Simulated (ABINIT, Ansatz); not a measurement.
# Rb2Pd (Fm-3m): G0W0 on several meshes in ABINIT

Wanted: mesh dependence and cost of G0W0 for Rb2Pd (Fm-3m).

Method: PBEsol and many-body steps on it, plane waves, in ABINIT 10.8.3.

In doubt: a PseudoDojo file used here is known to give poor structures and forces, which bears on pressures, cells, forces and phonons.

## (1) The starting structure

The structure is cubic, space group Fm-3m (No. 225). The conventional cell has a = 8.246 Å, b = 8.246 Å, c = 8.246 Å, α = 90.00°, β = 90.00°, γ = 90.00°. Nearest to Rb lie 4 Pd at 3.57 Å. Nearest to Pd lie 8 Rb at 3.57 Å. Farther neighbours are not listed.

As a file:

```cif
data_structure
_symmetry_space_group_name_H-M 'Fm-3m'
_symmetry_Int_Tables_number 225
_cell_length_a 8.2464
_cell_length_b 8.2464
_cell_length_c 8.2464
_cell_angle_alpha 90.000
_cell_angle_beta 90.000
_cell_angle_gamma 90.000
_cell_volume 560.79
loop_
_atom_site_label
_atom_site_type_symbol
_atom_site_symmetry_multiplicity
_atom_site_Wyckoff_symbol
_atom_site_fract_x
_atom_site_fract_y
_atom_site_fract_z
_atom_site_occupancy
Rb1 Rb 8 c 0.25000 0.75000 0.75000 1
Pd1 Pd 4 a 0.00000 0.00000 0.00000 1
```

The cell and positions are those that the Materials Project relaxed with its own functionals (PBE, PBE+U or r2SCAN), kept fixed.

## (2) Empty states on the mesh, 2×2×2 mesh, 269 bands

This step: ABINIT 10.8.3; DFT, PBEsol, plane waves, norm-conserving pseudopotentials.

The sums over transitions need many empty states on a uniform mesh; this step solves for them.

The input, run.abi:

```
acell 3*1.0 Angstrom
rprim 
  -0.000000000000 4.123218000000 4.123218000000
  4.123218000000 0.000000000000 4.123218000000
  4.123218000000 4.123218000000 0.000000000000
ntypat 2
znucl 37 46
natom 3
typat 1 1 2
xred 
  0.250000000000 0.250000000000 0.250000000000
  0.750000000000 0.750000000000 0.750000000000
  0.000000000000 0.000000000000 0.000000000000
pp_dirpath "pseudos"
pseudos "Rb.upf, Pd.upf"
ecut 37
ngkpt 2 2 2
nshiftk 1
shiftk 0 0 0
kptopt 1
chksymbreak 0
iscf -2
irdden 1
istwfk *1
nband 269
nbdbuf 24
tolwfr 1e-09
nstep 60
prtvol 0
indata_prefix "in"
outdata_prefix "out"
tmpdata_prefix "tmp"
```

Launch:

```
> OMP_NUM_THREADS=1 mpirun -n 4 abinit run.abi > log
```

Numbers of over 12 decimals in the logs are rounded to 6 here.

Log:

```text
.Version 10.8.3 of ABINIT. v10.8.2 released Aug 2026.

 Symmetries : space group Fm -3 m (#225); Bravais cF (face-center cubic)
[... echo of the input left out ...]
== DATASET  1 ==================================================================
-   mpi_nproc: 4, omp_nthreads: 1 (-1 if OMP is not activated)
-    --> not optimal distribution: autoparal keyword recommended in input file <--

--- !DatasetInfo
iteration_state: {dtset: 1, }
dimensions: {natom: 3, nkpt: 3, mband: 269, nsppol: 1, nspinor: 1, nspden: 1, mpw: 10200, }
cutoff_energies: {ecut:  37.0, pawecutdg:  -1.0, }
[...]
2.79378    2.79378    2.79479    2.79555    2.79555    2.79555    2.80016    2.80016
   2.80016    2.80216    2.80216    2.80216    2.80364    2.80364    2.80747    2.80747
   2.80747    2.81044    2.81044    2.90859    2.90859
 prteigrs : prtvol=0 or 1, do not print more k-points.

== END DATASET(S) ==============================================================
================================================================================

 -outvars: echo values of variables after computation  --------
            nband         269
             nkpt           3
          spgroup         225
 [... the other variables as echoed above ...]

 Calculation completed.
```

Run time: 1.9 min. Hardware: 4 MPI ranks of Arm Neoverse V2, shared host; peak memory 0.52 GiB.

Numbers from this step:

```yaml
gap: 0.8591 eV
k_of_the_valence_top: 0.5, 0.5, 0
k_of_the_conduction_bottom: 0.5, 0, 0
least_direct_gap: 0.8898 eV
k_points_computed: 3
lowest_point_of_the_top_converged_band_above_the_valence_top: 74.2993 eV
```

On this mesh the gap is 0.859 eV.

The density comes from a self-consistent run that is not shown.

## (3) Screening, 2×2×2 mesh, 110 bands, screening to 114.3 eV

The RPA dielectric matrix is built and inverted for each q.

This step: RPA screening on PBEsol, plane waves, norm-conserving pseudopotentials.

Edit run.abi of step 2 so:

```diff
@@ -21,10 +21,11 @@
 chksymbreak 0
-iscf -2
-irdden 1
 istwfk *1
-nband 269
-nbdbuf 24
-tolwfr 1e-09
-nstep 60
-prtvol 0
+occopt 1
+irdwfk 1
+optdriver 3
+nband 110
+ecuteps 4.2
+inclvkb 2
+awtr 1
+symchi 1
 indata_prefix "in"
```

Log:

```text
.Version 10.8.3 of ABINIT. v10.8.2 released Aug 2026.

 Symmetries : space group Fm -3 m (#225); Bravais cF (face-center cubic)
[... echo of the input left out ...]
== DATASET  1 ==================================================================
-   mpi_nproc: 4, omp_nthreads: 1 (-1 if OMP is not activated)

--- !DatasetInfo
iteration_state: {dtset: 1, }
dimensions: {natom: 3, nkpt: 3, mband: 110, nsppol: 1, nspinor: 1, nspden: 1, mpw: 10200, }
cutoff_energies: {ecut:  37.0, pawecutdg:  -1.0, }
electrons: {nelect:   3.60000000E+01, charge:   0.00000000E+00, occopt:   1.00000000E+00, tsmear:   1.00000000E-02, }

 SCREENING: Calculation of the susceptibility and dielectric matrices

 Based on a program developped by R.W. Godby, V. Olevano, G. Onida, and L. Reining.
 Incorporated in ABINIT by V. Olevano, G.-M. Rignanese, and M. Torrent.
.Using double precision arithmetic ; gwpc =  8

[... cell and pseudopotentials left out ...]
--------------------------------------------------------------------------------

 ==== K-mesh for the wavefunctions ====
 Number of points in the irreducible wedge :     3
[... list of points left out ...]
 Together with 48 symmetry operations and time-reversal symmetry
 yields     8 points in the full Brillouin Zone.

 ==== Q-mesh for the screening function ====
 Number of points in the irreducible wedge :     3
[... list of points left out ...]
 Together with 48 symmetry operations and time-reversal symmetry
 yields     8 points in the full Brillouin Zone.

 setmesh: FFT mesh size selected  =    45x   45x   45
          total number of points  =        91125

 vcoul_init : cutoff-mode = AUXILIARY_FUNCTION
 q-points for optical limit:   1
     1)      0.000010    0.000020    0.000030

- screening: taking advantage of time-reversal symmetry
- Maximum band index for partially occupied states nbvw = 18
- Remaining bands to be divided among processors   nbcw = 92
- Number of bands treated by each node ~23

 Number of electrons calculated from density =   36.0000; Expected =   36.0000
 average of density, n =  0.038051
 r_s =    1.8444
 omega_plasma =   18.8165 [eV]

 calculating chi0 at frequencies [eV] :
  1    0.000000E+00    0.000000E+00
  2    0.000000E+00    1.881651E+01

--------------------------------------------------------------------------------
  q-point number  1        q = ( 0.000000, 0.000000, 0.000000) [r.l.u.]
--------------------------------------------------------------------------------
[... chi0 elements left out ...]
 For q-point:  0.000010 0.000020 0.000030
  dielectric constant =  21.8771
  dielectric constant without local fields =  32.0316

  Average fulfillment of the sum rule on Im[epsilon] for q-point    1 :     56.01  [%]
[... wings left out ...]
  q-point number  2        q = ( 0.500000, 0.000000, 0.000000) [r.l.u.]
--------------------------------------------------------------------------------
[... chi0 elements left out ...]
  Average fulfillment of the sum rule on Im[epsilon] for q-point    2 :     62.66  [%]

 [... 1 further q-points ...]
```

Run time: 14 s. Hardware: 4 MPI ranks; peak memory 1.4 GiB; 55 s of CPU time.

Numbers from this step:

* ε∞ with local fields, on this mesh, along the program's q direction: 21.88
* the same without local fields: 32.03
* plasma frequency: 18.82 eV
* plane waves in the screening matrix: 387

Local fields lower ε∞ by 32 %. On a Γ-centred mesh this coarse the value itself is usually too large, while a short band sum pulls it down.

## (4) 2×2×2

The self-energy is evaluated for the states that the input lists, and the levels follow from it, in one-shot runs by the linearised quasiparticle equation.

This step: G0W0 on PBEsol, plane waves, norm-conserving pseudopotentials.

Edit run.abi of step 3 so:

```diff
@@ -24,8 +24,19 @@
 irdwfk 1
-optdriver 3
+optdriver 4
 nband 110
+gwcalctyp 0
+ecutsigx 37
+symsigma 1
+nkptgw 3
+kptgw 
+  0.5000000000 0.5000000000 0.0000000000
+  0.5000000000 0.0000000000 0.0000000000
+  0.0000000000 0.0000000000 0.0000000000
+bdgw 
+  17 20
+  16 21
+  16 21
 ecuteps 4.2
-inclvkb 2
-awtr 1
-symchi 1
+irdscr 1
+ppmodel 1
 indata_prefix "in"
```

Log:

```text
.Version 10.8.3 of ABINIT. v10.8.2 released Aug 2026.

 Symmetries : space group Fm -3 m (#225); Bravais cF (face-center cubic)
[... echo of the input left out ...]
== DATASET  1 ==================================================================
-   mpi_nproc: 4, omp_nthreads: 1 (-1 if OMP is not activated)

--- !DatasetInfo
iteration_state: {dtset: 1, }
dimensions: {natom: 3, nkpt: 3, mband: 110, nsppol: 1, nspinor: 1, nspden: 1, mpw: 10200, }
cutoff_energies: {ecut:  37.0, pawecutdg:  -1.0, }
electrons: {nelect:   3.60000000E+01, charge:   0.00000000E+00, occopt:   1.00000000E+00, tsmear:   1.00000000E-02, }

 SIGMA: Calculation of the GW corrections

 Based on a program developped by R.W. Godby, V. Olevano, G. Onida, and L. Reining.
 Incorporated in ABINIT by V. Olevano, G.-M. Rignanese, and M. Torrent.
.Using double precision arithmetic ; gwpc =  8

[... cell and pseudopotentials left out ...]
--------------------------------------------------------------------------------

 ==== K-mesh for the wavefunctions ====
 Number of points in the irreducible wedge :     3
[... list of points left out ...]
 Together with 48 symmetry operations and time-reversal symmetry
 yields     8 points in the full Brillouin Zone.

 ==== Q-mesh for screening function ====
 Number of points in the irreducible wedge :     3
[... list of points left out ...]
 Together with 48 symmetry operations and time-reversal symmetry
 yields     8 points in the full Brillouin Zone.

 vcoul_init : cutoff-mode = AUXILIARY_FUNCTION
 q-points for optical limit:   1
     1)      0.000010    0.000020    0.000030
 setmesh: FFT mesh size selected  =    64x   64x   64
          total number of points  =       262144

 Number of electrons calculated from density =   36.0000; Expected =   36.0000
 average of density, n =  0.038051
 r_s =    1.8444
 omega_plasma =   18.8165 [eV]

 === KS Band Gaps ===
  >>>> For spin  1
   Minimum direct gap =   0.8896 [eV], located at k-point      :   0.5000  0.5000  0.0000
   Fundamental gap    =   0.8589 [eV], Top of valence bands at :   0.5000  0.5000  0.0000
                                       Bottom of conduction at :   0.5000  0.0000  0.0000
 SIGMA fundamental parameters:
 PLASMON POLE MODEL  1
 number of plane-waves for SigmaX                10081
 number of plane-waves for SigmaC and W            387
 number of plane-waves for wavefunctions         10081
 number of bands                                   110
 number of independent spin polarizations            1
 number of spinorial components                      1
 number of k-points in IBZ                           3
 number of q-points in IBZ                           3
 number of symmetry operations                      48
 number of k-points in BZ                            8
 number of q-points in BZ                            8
 number of frequencies for dSigma/dE                 9
 frequency step for dSigma/dE [eV]                0.25
 number of omega for Sigma on real axis              0
 max omega for Sigma on real axis  [eV]           0.00
 zcut for avoiding poles [eV]                     0.10

 EPSILON^-1 parameters (SCR file):
 dimension of the eps^-1 matrix on file            387
 dimension of the eps^-1 matrix used               387
 number of plane-waves for wavefunctions         10081
 number of bands                                   110
 number of q-points in IBZ                           3
 number of frequencies                               2
 number of real frequencies                          1
 number of imag frequencies                          1

 matrix elements of self-energy operator (all in [eV])

 Perturbative Calculation

--- !SelfEnergy_ee
iteration_state: {dtset: 1, }
kpoint     : [   0.500,    0.500,    0.000, ]
spin       : 1
KS_gap     :    0.890
QP_gap     :    1.694
Delta_QP_KS:    0.804
data: !SigmaeeData |
     Band     E0 <VxcDFT>   SigX SigC(E0)      Z dSigC/dE  Sig(E)    E-E0       E
       17   0.844 -21.418 -26.331   5.021   0.701  -0.426 -21.342   0.076   0.919
       18   1.335  -9.673 -10.318   0.228   0.766  -0.306  -9.993  -0.320   1.016
       19   2.225  -6.868  -3.364  -2.889   0.787  -0.270  -6.384   0.484   2.709
       20   3.809  -7.522  -4.450  -2.881   0.786  -0.272  -7.372   0.150   3.959

--- !SelfEnergy_ee
iteration_state: {dtset: 1, }
kpoint     : [   0.500,    0.000,    0.000, ]
spin       : 1
KS_gap     :    1.190
QP_gap     :    1.672
Delta_QP_KS:    0.482
data: !SigmaeeData |
     Band     E0 <VxcDFT>   SigX SigC(E0)      Z dSigC/dE  Sig(E)    E-E0       E
       16   0.813 -21.358 -26.412   5.137   0.701  -0.426 -21.300   0.057   0.871
       17   0.813 -21.358 -26.412   5.137   0.701  -0.426 -21.300   0.057   0.871
[...]
--- !SelfEnergy_ee
iteration_state: {dtset: 1, }
kpoint     : [   0.000,    0.000,    0.000, ]
spin       : 1
KS_gap     :    3.013
QP_gap     :    3.616
Delta_QP_KS:    0.604
data: !SigmaeeData |
     Band     E0 <VxcDFT>   SigX SigC(E0)      Z dSigC/dE  Sig(E)    E-E0       E
[...]
19   3.852  -7.445  -3.579  -3.019   0.787  -0.271  -6.779   0.666   4.518
       20   3.852  -7.445  -3.579  -3.019   0.787  -0.271  -6.779   0.666   4.518
       21   3.852  -7.445  -3.579  -3.019   0.787  -0.271  -6.779   0.666   4.518

 New Fermi energy :        6.401806E-02 Ha ,    1.742020E+00 eV

 === QP Band Gaps ===
  >>>> For spin  1
   Minimum direct gap =   1.6723 [eV], located at k-point      :   0.5000  0.0000  0.0000
   Fundamental gap    =   1.4526 [eV], Top of valence bands at :   0.5000  0.5000  0.0000
                                       Bottom of conduction at :   0.5000  0.0000  0.0000

== END DATASET(S) ==============================================================
================================================================================

 -outvars: echo values of variables after computation  --------
           etotal      0.0000000000E+00
            nband         110
             nkpt           3
          spgroup         225
 [... the other variables as echoed above ...]

 Calculation completed.
```

Elapsed: 15 s, on 4 MPI ranks; peak memory 1.4 GiB.

This step gave:

* G0W0 gap on the points computed: 1.452 eV
* starting gap on the mesh: 0.8591 eV
* k of the valence top: 0.5, 0.5, 0
* k of the conduction bottom: 0.5, 0, 0
* Z at the valence top: 0.766
* Z at the conduction bottom: 0.791
* least direct G0W0 gap on the computed points: 1.597 eV

The gap on the mesh goes from 0.86 eV to 1.45 eV, a correction of +0.59 eV.

## (5) Empty states on the mesh, 4×4×4 mesh, 120 bands

This step: DFT, PBEsol, plane waves, norm-conserving pseudopotentials.

The input, run.abi:

```
acell 3*1.0 Angstrom
rprim 
  -0.000000000000 4.123218000000 4.123218000000
  4.123218000000 0.000000000000 4.123218000000
  4.123218000000 4.123218000000 0.000000000000
ntypat 2
znucl 37 46
natom 3
typat 1 1 2
xred 
  0.250000000000 0.250000000000 0.250000000000
  0.750000000000 0.750000000000 0.750000000000
  0.000000000000 0.000000000000 0.000000000000
pp_dirpath "pseudos"
pseudos "Rb.upf, Pd.upf"
ecut 37
ngkpt 4 4 4
nshiftk 1
shiftk 0 0 0
kptopt 1
chksymbreak 0
iscf -2
irdden 1
istwfk *1
nband 120
nbdbuf 10
tolwfr 1e-09
nstep 60
prtvol 0
indata_prefix "in"
outdata_prefix "out"
tmpdata_prefix "tmp"
```

Log:

```text
.Version 10.8.3 of ABINIT. v10.8.2 released Aug 2026.

 Symmetries : space group Fm -3 m (#225); Bravais cF (face-center cubic)
[... echo of the input left out ...]
== DATASET  1 ==================================================================
-   mpi_nproc: 4, omp_nthreads: 1 (-1 if OMP is not activated)

--- !DatasetInfo
iteration_state: {dtset: 1, }
dimensions: {natom: 3, nkpt: 8, mband: 120, nsppol: 1, nspinor: 1, nspden: 1, mpw: 10200, }
cutoff_energies: {ecut:  37.0, pawecutdg:  -1.0, }
[...]
1.47792    1.47792    1.47792    1.47837    1.47837    1.49314    1.49314    1.49314
   1.49473    1.49473    1.49473    1.53548    1.54850    1.54864    1.55928    1.56021
 prteigrs : prtvol=0 or 1, do not print more k-points.

== END DATASET(S) ==============================================================
================================================================================

 -outvars: echo values of variables after computation  --------
            nband         120
             nkpt           8
          spgroup         225
 [... the other variables as echoed above ...]

 Calculation completed.
```

Wall time 65 s (4 MPI ranks); peak memory 0.59 GiB.

Numbers from this step:

```
gap                                                           : 0.8553 eV
k of the valence top                                          : -0.25, 0.5, 0.25
k of the conduction bottom                                    : 0.5, 0, 0
least direct gap                                              : 0.8898 eV
k points computed                                             : 8
lowest point of the top converged band, above the valence top : 38.81 eV
```

On this mesh the gap is 0.855 eV.

(Part 1 of 2 ends here.)

[Paths, hosts, dates, memory and timing lines, banners, echoed tables and standing remarks are left out of the program output.]

[Logs are printed without paths, hosts, clocks, repeated set-up lines and the standing remarks that a program may print on its own settings, such as how far it seeks lower states.]

[Runs of the session that timed out or met a known fault of the program may be left out.]

[Hosts, paths, dates, database ids (printed as entryN), source tags and the programs' standing remarks are cut or masked in the printed files.]

[G0W0 gaps are taken among the corrected bands and points alone; a level outside them can change the order at an edge.]

[Where Ansatz stands beside ABINIT at settings called matched, ABINIT's density can come from a denser mesh and the files from another edition; pairs whose starting gaps differed by over 0.03 eV were left out, so agreement reads better than it is.]
